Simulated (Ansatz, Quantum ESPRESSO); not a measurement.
# MgS (F-43m): zone-centre phonons

Aim: the zone-centre modes of MgS (F-43m).

Main program and level: Quantum ESPRESSO 7.5; DFT PBEsol, scalar-relativistic, plane waves, PseudoDojo norm-conserving pseudopotentials.

## 1. Starting point

The structure is cubic, space group F-43m (No. 216). The conventional cell has a = 5.666 Å, b = 5.666 Å, c = 5.666 Å, α = 90.00°, β = 90.00°, γ = 90.00°. Mg has 4 S at 2.45 Å nearest. Nearest to S lie 4 Mg at 2.45 Å. Farther neighbours and most contacts between anions are not listed.

## 2. A probe with smearing

A cheap run with smearing and empty bands tells whether the crystal has a gap, which decides between fixed occupations and smearing later on.

File probe.in:

```
&control
   calculation = 'scf'
   prefix = 'x'
   outdir = './tmp'
   pseudo_dir = './pseudo'
   tprnfor = .true.
   tstress = .true.
   verbosity = 'high'
/
&system
   ibrav = 2
   celldm(1) = 10.70764195
   nat = 2
   ntyp = 2
   ecutwfc = 84.0
   occupations = 'smearing'
   smearing = 'gaussian'
   degauss = 0.01
/
&electrons
   conv_thr = 1.0d-07
   mixing_beta = 0.7
   electron_maxstep = 100
/
ATOMIC_SPECIES
 Mg     24.3050  Mg.upf
 S      32.0600  S.upf
ATOMIC_POSITIONS crystal
 Mg     0.000000000   0.000000000   0.000000000
 S      0.750000000   0.750000000   0.750000000
K_POINTS automatic
 6 6 6 0 0 0
```

Run with:

```
$ OMP_NUM_THREADS=1 mpirun -n 4 pw.x -nk 4 -in probe.in > probe.out
```

What it wrote:

```text
[banners, grids, parts of the stress and lines that vanish by symmetry left out]
Program PWSCF v.7.5
     bravais-lattice index     =            2
     lattice parameter (alat)  =      10.7076  a.u.
[...]
kinetic-energy cutoff     =      84.0000  Ry
     charge density cutoff     =     336.0000  Ry
     scf convergence threshold =      1.0E-07
[...]
Exchange-correlation= PBESOL
                           (   1   4  10   8   0   0   0)
[...]
24 Sym. Ops. (no inversion) found
[...]
(     0          1          0      )
                  (     0          0          1      )
[...]
(  0.0000000  1.0000000  0.0000000 )
                  (  0.0000000  0.0000000  1.0000000 )
[...]
(     1          0         -1      )
                  (     0          0         -1      )
[...]
(  0.0000000  1.0000000  0.0000000 )
[...]
(    -1          0          1      )
                  (    -1          0          0      )
[...]
(  0.0000000  0.0000000  1.0000000 )
                  (  0.0000000 -1.0000000  0.0000000 )
[...]
number of k points=    16  Gaussian smearing, width (Ry)=  0.0100
[...]
End of self-consistent calculation
[...]
the Fermi energy is     5.4987 ev
!    total energy              =    -140.85126502 Ry
[...]
convergence has been achieved in   6 iterations
[...]
atom    1 type  1   force =     0.00000000    0.00000000    0.00000000
     atom    2 type  2   force =     0.00000000    0.00000000    0.00000000
[...]
Total force =     0.000000     Total SCF correction =     0.000000
[...]
total   stress  (Ry/bohr**3)                   (kbar)     P=       -4.16
[...]
XML data file, charge density, pseudopotentials, collected wavefunctions

   JOB DONE.
```

The job ended after 3.1 s (4 MPI ranks of Arm Neoverse V2, shared host; 12 s of CPU time).

Read from the output:

| Property | Result |
| --- | --- |
| volume per atom | 22.74 Å³ |
| pressure | -0.4160 GPa |
| gap on the k-mesh | 3.275 eV |

A gap of 3.3 eV opens on this mesh, so the crystal is taken as an insulator; the start stands at -0.42 GPa.

## 3. Relaxation

Frequencies change by per cents with a per cent of volume, so the structure is first brought to rest at this level of theory.

File relax.in:

```
&control
   calculation = 'vc-relax'
   prefix = 'x'
   outdir = './tmp'
   pseudo_dir = './pseudo'
   tprnfor = .true.
   tstress = .true.
   forc_conv_thr = 2.0d-05
   etot_conv_thr = 1.0d-07
   nstep = 40
/
&system
   ibrav = 2
   celldm(1) = 10.70764195
   nat = 2
   ntyp = 2
   ecutwfc = 84.0
   occupations = 'fixed'
   nbnd = 10
/
&electrons
   conv_thr = 1.0d-11
   mixing_beta = 0.7
   electron_maxstep = 100
/
&ions
/
&cell
   press_conv_thr = 0.1
/
ATOMIC_SPECIES
 Mg     24.3050  Mg.upf
 S      32.0600  S.upf
ATOMIC_POSITIONS crystal
 Mg     0.000000000   0.000000000   0.000000000
 S      0.750000000   0.750000000   0.750000000
K_POINTS automatic
 6 6 6 0 0 0
```

Run with:

```
$ OMP_NUM_THREADS=1 mpirun -n 4 pw.x -nk 4 -in relax.in > relax.out
```

What it wrote:

```text
[banners, grids, parts of the stress and lines that vanish by symmetry left out]
[banner, memory and clock lines left out]
Program PWSCF v.7.5

[...]
kinetic-energy cutoff     =      84.0000  Ry
     charge density cutoff     =     336.0000  Ry
     scf convergence threshold =      1.0E-11
[...]
energy convergence thresh.=      1.0E-07
     force convergence thresh. =      2.0E-05
     press convergence thresh. =      1.0E-01
     Exchange-correlation= PBESOL
                           (   1   4  10   8   0   0   0)
[...]
24 Sym. Ops. (no inversion) found
[...]
number of k points=    16
[...]
End of self-consistent calculation
[...]
highest occupied, lowest unoccupied level (ev):     3.0332    6.3092
!    total energy              =    -140.85126505 Ry
[...]
convergence has been achieved in  11 iterations
[...]
atom    1 type  1   force =     0.00000000   -0.00000000    0.00000000
     atom    2 type  2   force =    -0.00000000    0.00000000   -0.00000000
     Total force =     0.000000     Total SCF correction =     0.000000
[...]
total   stress  (Ry/bohr**3)                   (kbar)     P=       -4.21
[...]
number of bfgs steps    =   0
[...]
CELL_PARAMETERS (alat= 10.70764195)
[...]
ATOMIC_POSITIONS (crystal)
Mg               0.0000000000        0.0000000000       -0.0000000000
S                0.7500000000        0.7500000000        0.7500000000
[...]
New effective cutoffs (rho, wfc):  335.17   84.10
[...]
End of self-consistent calculation
[...]
highest occupied, lowest unoccupied level (ev):     3.0509    6.3372
!    total energy              =    -140.85128114 Ry
[...]
convergence has been achieved in   5 iterations
[...]
atom    1 type  1   force =     0.00000000    0.00000000    0.00000000
     atom    2 type  2   force =    -0.00000000   -0.00000000   -0.00000000
     Total force =     0.000000     Total SCF correction =     0.000000
[...]
total   stress  (Ry/bohr**3)                   (kbar)     P=       -2.99
[...]
number of bfgs steps    =   1
[...]
CELL_PARAMETERS (alat= 10.70764195)
[...]
ATOMIC_POSITIONS (crystal)
Mg               0.0000000000        0.0000000000       -0.0000000000
S                0.7500000000        0.7500000000        0.7500000000
[...]
New effective cutoffs (rho, wfc):  335.89   84.28
[...]
End of self-consistent calculation
[...]
highest occupied, lowest unoccupied level (ev):     3.0776    6.3794
!    total energy              =    -140.85129499 Ry
[...]
convergence has been achieved in   7 iterations
[...]
atom    1 type  1   force =     0.00000000    0.00000000    0.00000000
     atom    2 type  2   force =     0.00000000    0.00000000   -0.00000000
     Total force =     0.000000     Total SCF correction =     0.000000
[...]
total   stress  (Ry/bohr**3)                   (kbar)     P=       -1.14
[...]
number of bfgs steps    =   2
[...]
CELL_PARAMETERS (alat= 10.70764195)
[...]
ATOMIC_POSITIONS (crystal)
[...]
New effective cutoffs (rho, wfc):  336.33   84.39
[...]
End of self-consistent calculation
[...]
highest occupied, lowest unoccupied level (ev):     3.0941    6.4056
!    total energy              =    -140.85129734 Ry
[...]
convergence has been achieved in   7 iterations
[...]
atom    1 type  1   force =    -0.00000000   -0.00000000    0.00000000
     atom    2 type  2   force =     0.00000000    0.00000000   -0.00000000
     Total force =     0.000000     Total SCF correction =     0.000000
[...]
total   stress  (Ry/bohr**3)                   (kbar)     P=        0.01
[...]
number of bfgs steps    =   3
[...]
small trust_radius: resetting bfgs history
[...]
CELL_PARAMETERS (alat= 10.70764195)
[...]
ATOMIC_POSITIONS (crystal)
[...]
New effective cutoffs (rho, wfc):  336.33   84.39
[...]
End of self-consistent calculation
[...]
highest occupied, lowest unoccupied level (ev):     3.0941    6.4055
!    total energy              =    -140.85129734 Ry
[...]
convergence has been achieved in   2 iterations
[...]
atom    1 type  1   force =     0.00000000    0.00000000   -0.00000000
     atom    2 type  2   force =     0.00000000    0.00000000    0.00000000
     Total force =     0.000000     Total SCF correction =     0.000000
[...]
total   stress  (Ry/bohr**3)                   (kbar)     P=        0.01
[...]
bfgs converged in   5 scf cycles and   4 bfgs steps
[...]
End of BFGS Geometry Optimization
     Final enthalpy           =    -140.8512973381 Ry
     File ./tmp/x.bfgs deleted, as requested
[...]
CELL_PARAMETERS (alat= 10.70764195)
[...]
ATOMIC_POSITIONS (crystal)
Mg               0.0000000000        0.0000000000       -0.0000000000
S                0.7500000000        0.7500000000        0.7500000000
[...]
Final scf calculation at the relaxed structure.
[...]
kinetic-energy cutoff     =      84.0000  Ry
     charge density cutoff     =     336.0000  Ry
     scf convergence threshold =      1.0E-13
[...]
press convergence thresh. =      1.0E-01
     Exchange-correlation= PBESOL
                           (   1   4  10   8   0   0   0)
[...]
24 Sym. Ops. (no inversion) found
[...]
number of k points=    16
[...]
c_bands:  1 eigenvalues not converged
     c_bands:  1 eigenvalues not converged
[...]
End of self-consistent calculation
[...]
highest occupied, lowest unoccupied level (ev):     3.0941    6.4055
!    total energy              =    -140.85129522 Ry
[...]
convergence has been achieved in  13 iterations
[...]
atom    1 type  1   force =     0.00000000   -0.00000000    0.00000000
     atom    2 type  2   force =     0.00000000    0.00000000    0.00000000
     Total force =     0.000000     Total SCF correction =     0.000000
[...]
total   stress  (Ry/bohr**3)                   (kbar)     P=       -0.02
[...]
XML data file, charge density, pseudopotentials, collected wavefunctions
```

It took 15 s on 4 MPI ranks; 61 s of CPU time.

The steps of the relaxation:

```tsv
step	energy less that of the first step (eV)	largest force (eV/Å)	pressure (GPa)	volume (Å³)
1	0.0000	0.0000	-0.42	45.48
2	-0.0002	0.0000	-0.30	45.38
3	-0.0004	0.0000	-0.11	45.24
4	-0.0004	0.0000	0.00	45.15
5	-0.0004	0.0000	0.00	45.15
6	-0.0004	0.0000	0.00	45.15
```

```tsv
conventional cell, symmetrised	before	after	change
a (Å)	5.666	5.652	-0.2 %
b (Å)	5.666	5.652	-0.2 %
c (Å)	5.666	5.652	-0.2 %
volume (Å³/atom)	22.74	22.57	-0.7 %
```

The relaxed structure:

```
Mg S
1.0
    -2.82618    0.00000    2.82618
     0.00000    2.82618    2.82618
    -2.82618    2.82618    0.00000
Mg S
1 1
Cartesian
  0.0000 0.0000 0.0000
  -4.2393 4.2393 4.2393
```

The last row of the table of steps is pw.x's closing run on a basis chosen anew for the final cell, so its energy can jump.

This step gave:

```
volume per atom   : 22.57 Å³
pressure          : -0.002 GPa
gap on the k-mesh : 3.311 eV
```

The volume changes by -0.7 % from the cell with which this run began.

## 4. Self-consistent run for the response

Perturbation theory inherits every error of the wavefunctions, so the threshold is set near the limit of the arithmetic. With a gap, occupations are fixed, which also allows the response to an electric field.

File scf.in:

```
&control
   calculation = 'scf'
   prefix = 'x'
   outdir = './tmp'
   pseudo_dir = './pseudo'
   tprnfor = .true.
   tstress = .true.
/
&system
   ibrav = 2
   celldm(1) = 10.68142253
   nat = 2
   ntyp = 2
   ecutwfc = 84.0
   occupations = 'fixed'
   nbnd = 10
/
&electrons
   conv_thr = 1.0d-12
   mixing_beta = 0.7
   electron_maxstep = 100
/
ATOMIC_SPECIES
 Mg     24.3050  Mg.upf
 S      32.0600  S.upf
ATOMIC_POSITIONS crystal
 Mg     0.000000000   0.000000000   0.000000000
 S      0.750000000   0.750000000   0.750000000
K_POINTS automatic
 8 8 8 0 0 0
```

Run with:

```
$ OMP_NUM_THREADS=1 mpirun -n 4 pw.x -nk 4 -in scf.in > scf.out
```

What it wrote:

```text
[banners, grids, parts of the stress and lines that vanish by symmetry left out]
[banner, memory and clock lines left out]
Program PWSCF v.7.5

[...]
kinetic-energy cutoff     =      84.0000  Ry
     charge density cutoff     =     336.0000  Ry
     scf convergence threshold =      1.0E-12
[...]
Exchange-correlation= PBESOL
                           (   1   4  10   8   0   0   0)
[...]
24 Sym. Ops. (no inversion) found
[...]
number of k points=    29
[...]
End of self-consistent calculation
[...]
highest occupied, lowest unoccupied level (ev):     3.0933    6.4051
!    total energy              =    -140.85133851 Ry
[...]
convergence has been achieved in  11 iterations
[...]
atom    1 type  1   force =     0.00000000    0.00000000   -0.00000000
     atom    2 type  2   force =    -0.00000000   -0.00000000   -0.00000000
     Total force =     0.000000     Total SCF correction =     0.000000
[...]
total   stress  (Ry/bohr**3)                   (kbar)     P=       -0.06
[...]
XML data file, charge density, pseudopotentials, collected wavefunctions
```

Run time: 6.7 s. Hardware: 4 MPI ranks; 27 s of CPU time.

This step gave:

| Quantity | Value |
| --- | --- |
| pressure | -0.006000 GPa |
| gap on the k-mesh | 3.312 eV |

The cell stands at -0.0060 GPa, close enough for phonons.

(Continued in part 2 of 3.)

[Host names and launcher messages were left out of these logs when they were recorded.]

[Logs are printed without paths, hosts, clocks, repeated set-up lines and the standing remarks that a program may print on its own settings, such as how far it seeks lower states.]

[Hosts, paths, dates, database ids (printed as entryN), source tags and the programs' standing remarks are cut or masked in the printed files.]
